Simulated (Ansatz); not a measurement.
**SrMgNCl (built on the sites of a database entry of Sr2NCl): relaxing the cell for a phonon run**

Task: relax SrMgNCl (built on the sites of a database entry of Sr2NCl) tightly.

Main program and level: Ansatz 0.2.0; DFT PBE, scalar-relativistic, plane waves, norm-conserving pseudopotentials.

Report form: the programs' logs are mostly left out.

The structure was built from a prototype and need not be the compound's stable phase.

**1. The starting structure**

The structure is trigonal, space group R3m (No. 160). The conventional cell has a = 3.557 Å, b = 3.557 Å, c = 19.118 Å, α = 90.00°, β = 90.00°, γ = 120.00°. Mg has 3 N at 2.39 Å and 3 Cl at 2.84 Å nearest. Sr has 3 N at 2.39 Å and 3 Cl at 2.84 Å nearest. Nearest to N lie 3 Sr at 2.39 Å and 3 Mg at 2.39 Å. Nearest to Cl lie 3 Sr at 2.84 Å and 3 Mg at 2.84 Å. Farther neighbours and most contacts between anions are not listed.

Structure file:

```
Mg Sr N Cl
1.0
     1.77870    1.02693    6.37261
    -1.77870    1.02693    6.37261
     0.00000   -2.05387    6.37261
Mg Sr N Cl
1 1 1 1
Cartesian
  0.0000 0.0000 4.4124
  0.0000 0.0000 14.7054
  0.0000 0.0000 9.5589
  0.0000 0.0000 0.0000
```

**2. A coarse first look**

First a cheap look: the gap decides the mesh and the occupations, the pressure tells how far the cell has to move.

input.yaml

```yaml
crystal:
  lattice:
    - [1.7787, 1.02693, 6.37261]
    - [-1.7787, 1.02693, 6.37261]
    - [0.0, -2.05387, 6.37261]
  atoms:
    - { symbol: Mg, position: [0.2308, 0.2308, 0.2308] }
    - { symbol: Sr, position: [0.7692, 0.7692, 0.7692] }
    - { symbol: "N", position: [0.5, 0.5, 0.5] }
    - { symbol: Cl, position: [0.0, 0.0, 0.0] }
kpoints:
  mp_grid: { grid: [6, 6, 6] }
hamiltonian:
  xc: pbe
  pseudopotentials: { kind: nc }
scf:
  occupations: { method: gaussian, width: 0.1 }
output:
  forces: true
  stress: true
  eigenvalues: true
```

Command:

```console
> ansatz run input.yaml --threads 8 --pin off --max-ram 14336MiB --backend cpu --events-out ev --progress --plain --runs-dir out
```

Elapsed: 3.2 s, on 8 threads of Intel Xeon Platinum 8488C (Sapphire Rapids), shared host; peak memory 0.74 GiB; 17 s of CPU time.

This step gave:

- pressure: 6.811 GPa
- gap on the k-mesh: 2.166 eV
- volume per atom: 17.46 Å³
- direct gap on mesh: 2.170 eV

The coarse mesh shows a gap of 2.17 eV and a pressure of 6.8 GPa.

**3. Coarse relaxation**

A rough relaxation comes first, because large forces or stress need no tight tolerances yet.

input.yaml, as its differences from that of step 2:

```diff
@@ -21 +21,6 @@
   eigenvalues: true
+relax:
+  adjacent_minimum: "off"
+  f_tol: 0.05
+  max_steps: 80
+  cell: { stress_tol: 0.5 }
```

The job ended after 12 s (8 threads; peak memory 0.88 GiB; 86 s of CPU time).

The steps of the relaxation:

```csv
step,energy less that of the first step (eV),largest force component (eV/Å),pressure (GPa),volume (Å³)
1,0.0000,2.4615,6.81,69.84
2,-0.5246,0.6313,0.45,74.44
3,-0.5250,0.5751,-1.05,74.74
4,-0.5595,0.0646,0.21,74.28
5,-0.5601,0.0367,-0.04,74.64
6*,-0.5606,0.0366,-0.02,74.64
```

Relaxation steps marked * repeat the geometry before them on a plane-wave basis chosen anew for their cell, so energy and pressure can jump there.

Forces are held to the 6 operations that the run works with; a distortion that breaks them can't arise in this run.

```
conventional cell, symmetrised  before   after  change
                         a (Å)   3.557   3.610  +1.5 %
                         b (Å)   3.557   3.610  +1.5 %
                         c (Å)  19.118  19.837  +3.8 %
              volume (Å³/atom)   17.46   18.66  +6.9 %
```

The atoms that moved most (Å, as changes of fractional coordinates times the final cell):

```csv
atom,dx,dy,dz,length
N3,0.000,0.000,0.220,0.220
Cl4,0.000,0.000,-0.142,0.142
Mg1,0.000,0.000,-0.134,0.134
Sr2,0.000,0.000,0.056,0.056
```

The relaxed structure:

```cif
data_structure
_symmetry_space_group_name_H-M 'P 1'
_symmetry_Int_Tables_number 1
_cell_length_a 6.9332
_cell_length_b 6.9332
_cell_length_c 6.9332
_cell_angle_alpha 30.183
_cell_angle_beta 30.183
_cell_angle_gamma 30.183
_cell_volume 74.64
loop_
_atom_site_label
_atom_site_type_symbol
_atom_site_fract_x
_atom_site_fract_y
_atom_site_fract_z
_atom_site_occupancy
Mg1 Mg 0.22403 0.22403 0.22403 1
Sr2 Sr 0.77201 0.77201 0.77201 1
N3 N 0.51111 0.51111 0.51111 1
Cl4 Cl 0.99286 0.99286 0.99286 1
```

Numbers from this step:

```yaml
pressure: -0.01622 GPa
gap_on_the_k_mesh: 2.128 eV
volume_per_atom: 18.66 Å³
direct_gap_on_mesh: 2.128 eV
```

In this step the volume went from 17.46 to 18.66 Å³/atom.

**4. Relaxation**

The cell and atoms are relaxed, since residual forces and stress would shift the frequencies.

input.yaml

```yaml
crystal:
  lattice:
    - [1.8051543473, 1.0422046189, 6.6124757051]
    - [-1.8051543473, 1.0422046189, 6.6124757051]
    - [0.0, -2.0844144261, 6.6124748874]
  atoms:
    - { symbol: Mg, position: [0.2240252839, 0.2240252839, 0.2240252839] }
    - { symbol: Sr, position: [0.7720074387, 0.7720074387, 0.7720074387] }
    - { symbol: "N", position: [0.5111082384, 0.5111082384, 0.5111082384] }
    - { symbol: Cl, position: [-0.007140961, -0.007140961, -0.007140961] }
kpoints:
  mp_grid: { grid: [9, 9, 9] }
hamiltonian:
  xc: pbe
  pseudopotentials: { kind: nc }
scf:
  occupations: { method: gaussian, width: 0.02 }
output:
  forces: true
  stress: true
  eigenvalues: true
  write_density: true
  write_potential: true
  elf: true
  volumetric_format: npy
relax:
  adjacent_minimum: "off"
  f_tol: 0.005
  max_steps: 80
  cell: { stress_tol: 0.05 }
```

The job ended after 33 s (8 threads; peak memory 1.1 GiB).

Relaxation path:

| step | energy less that of the first step (eV) | largest force component (eV/Å) | pressure (GPa) | volume (Å³) |
| --- | --- | --- | --- | --- |
| 1 | 0.0000 | 0.0384 | -0.01 | 74.64 |
| 2 | 0.0001 | 0.0577 | 0.03 | 74.53 |
| 3 | -0.0002 | 0.0080 | 0.01 | 74.62 |
| 4 | -0.0002 | 0.0077 | 0.00 | 74.65 |
| 5 | -0.0002 | 0.0042 | -0.01 | 74.65 |
| 6* | -0.0002 | 0.0041 | -0.01 | 74.65 |

Relaxation steps marked * repeat the geometry before them on a plane-wave basis chosen anew for their cell, so energy and pressure can jump there. Relaxation step 2 was tried and not accepted.

Forces are held to the 6 operations that the run works with; a distortion that breaks them can't arise in this run.

```csv
"conventional cell, symmetrised",before,after,change
a (Å),3.610,3.612,+0.1 %
b (Å),3.610,3.612,+0.1 %
c (Å),19.837,19.815,-0.1 %
volume (Å³/atom),18.66,18.66,+0.0 %
```

Final coordinates:

```
Mg Sr N Cl
1.0
     1.80623    1.04283    6.60497
    -1.80623    1.04283    6.60497
     0.00000   -2.08566    6.60497
Mg Sr N Cl
1 1 1 1
Cartesian
  0.0000 0.0000 4.4379
  0.0000 0.0000 15.2927
  0.0000 0.0000 10.1274
  0.0000 0.0000 -0.1355
```

This step gave:

| Property | Result |
| --- | --- |
| pressure | -0.01077 GPa |
| gap on the k-mesh | 2.122 eV |
| direct gap on mesh | 2.122 eV |

Electrostatic potential energy in the ac plane of the conventional cell at fractional y = 0.000, with atoms of Mg and Sr and N and Cl within 0.2 Å of it. With pseudopotentials it is smooth inside the atoms' cores, unlike the true potential.

Values in eV, 24 rows by 14 columns, each cell a mean:
```
-34 -26  -8   4   8   9  10  10  10   9   7   1 -15 -30
  8   8   8   7   6   5   4   4   4   6   7   8   8   8
  8   8   7   6   4   2   0  -1   0   3   5   7   8   8
  7   8   8   9   9   8   7   7   8   8   9   9   8   8
-25 -18  -4   4   8  10  11  11  11  10   7   2  -9 -21
-61 -52 -22  -1   5   9  11  11  10   8   3  -5 -35 -57
 -1   1   4   6   8  10  10  10  10   9   8   6   3   0
 10  10  10  10  10   9   7   7   8   9  10  10  10  10
 11  11  10  10   9   9   8   8   8   9  10  10  10  11
  9   9   9   8   6   5   4   4   4   6   7   8   9   9
 11  10   9   7   5   2  -1  -2   0   3   6   8  10  10
-23 -14   3   9   9   7   6   6   6   8   9   8  -3 -18
-48 -36  -6   8  10   9   7   7   8   9  10   6 -18 -42
 10  11  11  10   9   6   5   4   5   7   9  11  11  11
 11  11  11  11  10   9   8   8   8   9  10  11  11  11
 11  11  11  11  10   8   7   7   8   9  10  11  11  11
  7   8   8   9   9   9   9   8   9   9   9   9   8   7
-33 -27 -13  -2   4   7   8   8   8   6   2  -5 -19 -30
-69 -69 -52 -17  -1   5   8   8   7   4  -5 -27 -63 -69
-21 -16  -5   2   7   9  10  11  10   9   6   0  -9 -18
  9   9  10  10   9   9   9   8   9   9  10  10   9   9
 11  11  10   9   8   7   6   5   6   7   9  10  10  11
  0   2   6   8   9   9   9   9   9   9   9   8   5   1
-66 -60 -32  -3   7  10  11  11  11   9   5 -10 -46 -63
```
Columns run along a (3.6 Å; values clipped at the 3rd and 97th percentile), rows up along c (19.8 Å), edges of the conventional cell, whose origin can differ from the input's. Atoms in or near the plane, at fractional coordinates: Mg at (0.00, 0.78), Sr at (0.00, 0.23), N at (0.00, 0.49), Cl at (0.00, 0.01).

ELF in the ac plane of the conventional cell at fractional y = 0.000, with atoms of Mg and Sr and N and Cl within 0.2 Å of it. It is the smooth field of the valence electrons, not physical close to the nuclei.

Values, 24 rows by 14 columns, each cell a mean:
```
0.67 0.75 0.81 0.75 0.58 0.29 0.09 0.04 0.13 0.40 0.65 0.79 0.80 0.72
0.43 0.38 0.28 0.17 0.12 0.16 0.21 0.23 0.19 0.12 0.12 0.20 0.32 0.40
0.05 0.05 0.05 0.08 0.16 0.30 0.39 0.41 0.36 0.23 0.12 0.06 0.04 0.05
0.11 0.12 0.15 0.20 0.24 0.26 0.27 0.28 0.27 0.25 0.22 0.19 0.14 0.12
0.39 0.33 0.17 0.18 0.38 0.56 0.60 0.61 0.59 0.51 0.31 0.16 0.24 0.36
0.67 0.72 0.43 0.08 0.10 0.23 0.28 0.28 0.27 0.19 0.08 0.16 0.58 0.72
0.13 0.10 0.08 0.12 0.21 0.29 0.32 0.33 0.31 0.26 0.17 0.08 0.07 0.11
0.03 0.05 0.16 0.35 0.57 0.70 0.76 0.78 0.75 0.67 0.50 0.26 0.09 0.04
0.02 0.04 0.10 0.23 0.38 0.49 0.55 0.56 0.54 0.46 0.33 0.17 0.06 0.03
0.07 0.05 0.04 0.04 0.08 0.16 0.22 0.24 0.20 0.13 0.07 0.04 0.04 0.06
0.53 0.44 0.26 0.14 0.15 0.32 0.49 0.54 0.45 0.27 0.15 0.18 0.33 0.47
0.67 0.74 0.74 0.59 0.35 0.18 0.13 0.13 0.15 0.24 0.43 0.65 0.75 0.71
0.43 0.63 0.80 0.77 0.63 0.35 0.15 0.10 0.20 0.46 0.69 0.80 0.76 0.56
0.58 0.57 0.52 0.41 0.26 0.11 0.05 0.04 0.06 0.16 0.32 0.46 0.54 0.58
0.07 0.07 0.07 0.11 0.20 0.31 0.38 0.40 0.36 0.27 0.16 0.09 0.07 0.07
0.02 0.03 0.11 0.31 0.56 0.72 0.79 0.80 0.77 0.67 0.47 0.24 0.08 0.03
0.09 0.08 0.08 0.17 0.35 0.54 0.64 0.67 0.61 0.47 0.29 0.14 0.08 0.09
0.68 0.70 0.64 0.46 0.21 0.10 0.11 0.13 0.10 0.13 0.30 0.53 0.67 0.69
0.25 0.52 0.82 0.75 0.43 0.14 0.11 0.12 0.10 0.21 0.57 0.83 0.75 0.42
0.62 0.58 0.45 0.28 0.22 0.36 0.51 0.58 0.47 0.28 0.21 0.32 0.51 0.60
0.06 0.07 0.12 0.25 0.42 0.55 0.59 0.60 0.58 0.51 0.35 0.19 0.09 0.06
0.11 0.11 0.11 0.14 0.17 0.16 0.15 0.14 0.15 0.16 0.15 0.12 0.11 0.11
0.70 0.68 0.62 0.51 0.35 0.16 0.07 0.05 0.09 0.23 0.41 0.56 0.65 0.69
0.27 0.50 0.81 0.85 0.76 0.45 0.14 0.06 0.23 0.60 0.81 0.86 0.71 0.39
```
Columns run along a (3.6 Å), rows up along c (19.8 Å), edges of the conventional cell, whose origin can differ from the input's. Atoms in or near the plane, at fractional coordinates: Mg at (0.00, 0.78), Sr at (0.00, 0.23), N at (0.00, 0.49), Cl at (0.00, 0.01).

Valence density in the ac plane of the conventional cell at fractional y = 0.000, with atoms of Mg and Sr and N and Cl within 0.2 Å of it. It is the smooth field of the valence electrons, not physical close to the nuclei.

Ten steps, logarithmic in the rise over the least value, from '_' (0 e/Å³) to '@' (16 e/Å³), each cell a mean:
```
======--..________..::--====
......____........______....
________....::::::....______
________....::::......______
##**::..................==**
@@@@++..______________::##@@
....__________..__________..
________..::::::::....______
________............________
__________........__________
............::::::..........
++++--::............::--==++
++++==--::..______..::--++**
::::....______________....::
____________......__________
________..::::::::....______
________............________
++====::..__________..--====
==++++==::..______..--++++++
====--::..............::--==
________....::::::....______
____________......__________
----::....__________..::::--
--==++--::..______..--==++==
```
Columns run along a (3.6 Å), rows up along c (19.8 Å), edges of the conventional cell, whose origin can differ from the input's. Atoms in or near the plane, at fractional coordinates: Mg at (0.00, 0.78), Sr at (0.00, 0.23), N at (0.00, 0.49), Cl at (0.00, 0.01).

In this step the volume went from 18.66 to 18.66 Å³/atom.

**5. Tight relaxation**

Phonons need a cell at rest on their own settings, so the relaxation is repeated with tight tolerances on forces and stress on the k mesh and occupations of the first response run.

input.yaml

```yaml
crystal:
  lattice:
    - [1.8062317159, 1.04282664, 6.6049688696]
    - [-1.8062317159, 1.04282664, 6.6049688696]
    - [0.0, -2.0856584623, 6.6049680514]
  atoms:
    - { symbol: Mg, position: [0.2239664627, 0.2239664627, 0.2239664627] }
    - { symbol: Sr, position: [0.7717755884, 0.7717755884, 0.7717755884] }
    - { symbol: "N", position: [0.5110981743, 0.5110981743, 0.5110981743] }
    - { symbol: Cl, position: [-0.0068402253, -0.0068402253, -0.0068402253] }
kpoints:
  mp_grid: { grid: [9, 9, 9] }
hamiltonian:
  xc: pbe
  pseudopotentials: { kind: nc }
scf:
  occupations: { method: fixed }
output:
  forces: true
  stress: true
  eigenvalues: true
relax:
  adjacent_minimum: "off"
  f_tol: 0.001
  max_steps: 60
  cell: { stress_tol: 0.01 }
```

The job ended after 31 s (8 threads; peak memory 1.1 GiB; 3.9 min of CPU time).

Little changed from the start: no atom moved by 0.005 Å and no cell edge by 0.1 %.

Numbers from this step:

```
pressure           : 1.55e-4 GPa
gap on the k-mesh  : 2.123 eV
direct gap on mesh : 2.123 eV
```

The largest force component left is 0.24 meV/Å and the pressure is 0.000 GPa, within the tolerances set. The cell now holds 18.66 Å³/atom.

**6. Results**

```
space group after relaxation (within 0.01 Å) : R3m
lattice constant a                           : 3.612 Å
lattice constant b                           : 3.612 Å
lattice constant c                           : 19.819 Å
volume per atom                              : 18.7 Å³
gap on the k-mesh                            : 2.12 eV
```

The largest force component left is 0.24 meV/Å and the pressure is 0.000 GPa, within the tolerances set. The cell now holds 18.66 Å³/atom. The relaxation keeps the symmetry of its start, so it says nothing on stability against lower symmetry. The starting cell was built on a prototype and not taken from a measurement, so the phase need not exist.

[Logs are printed without paths, hosts, clocks, repeated set-up lines and the standing remarks that a program may print on its own settings, such as how far it seeks lower states.]

[Hosts, paths, dates, database ids (printed as entryN), source tags and the programs' standing remarks are cut or masked in the printed files.]
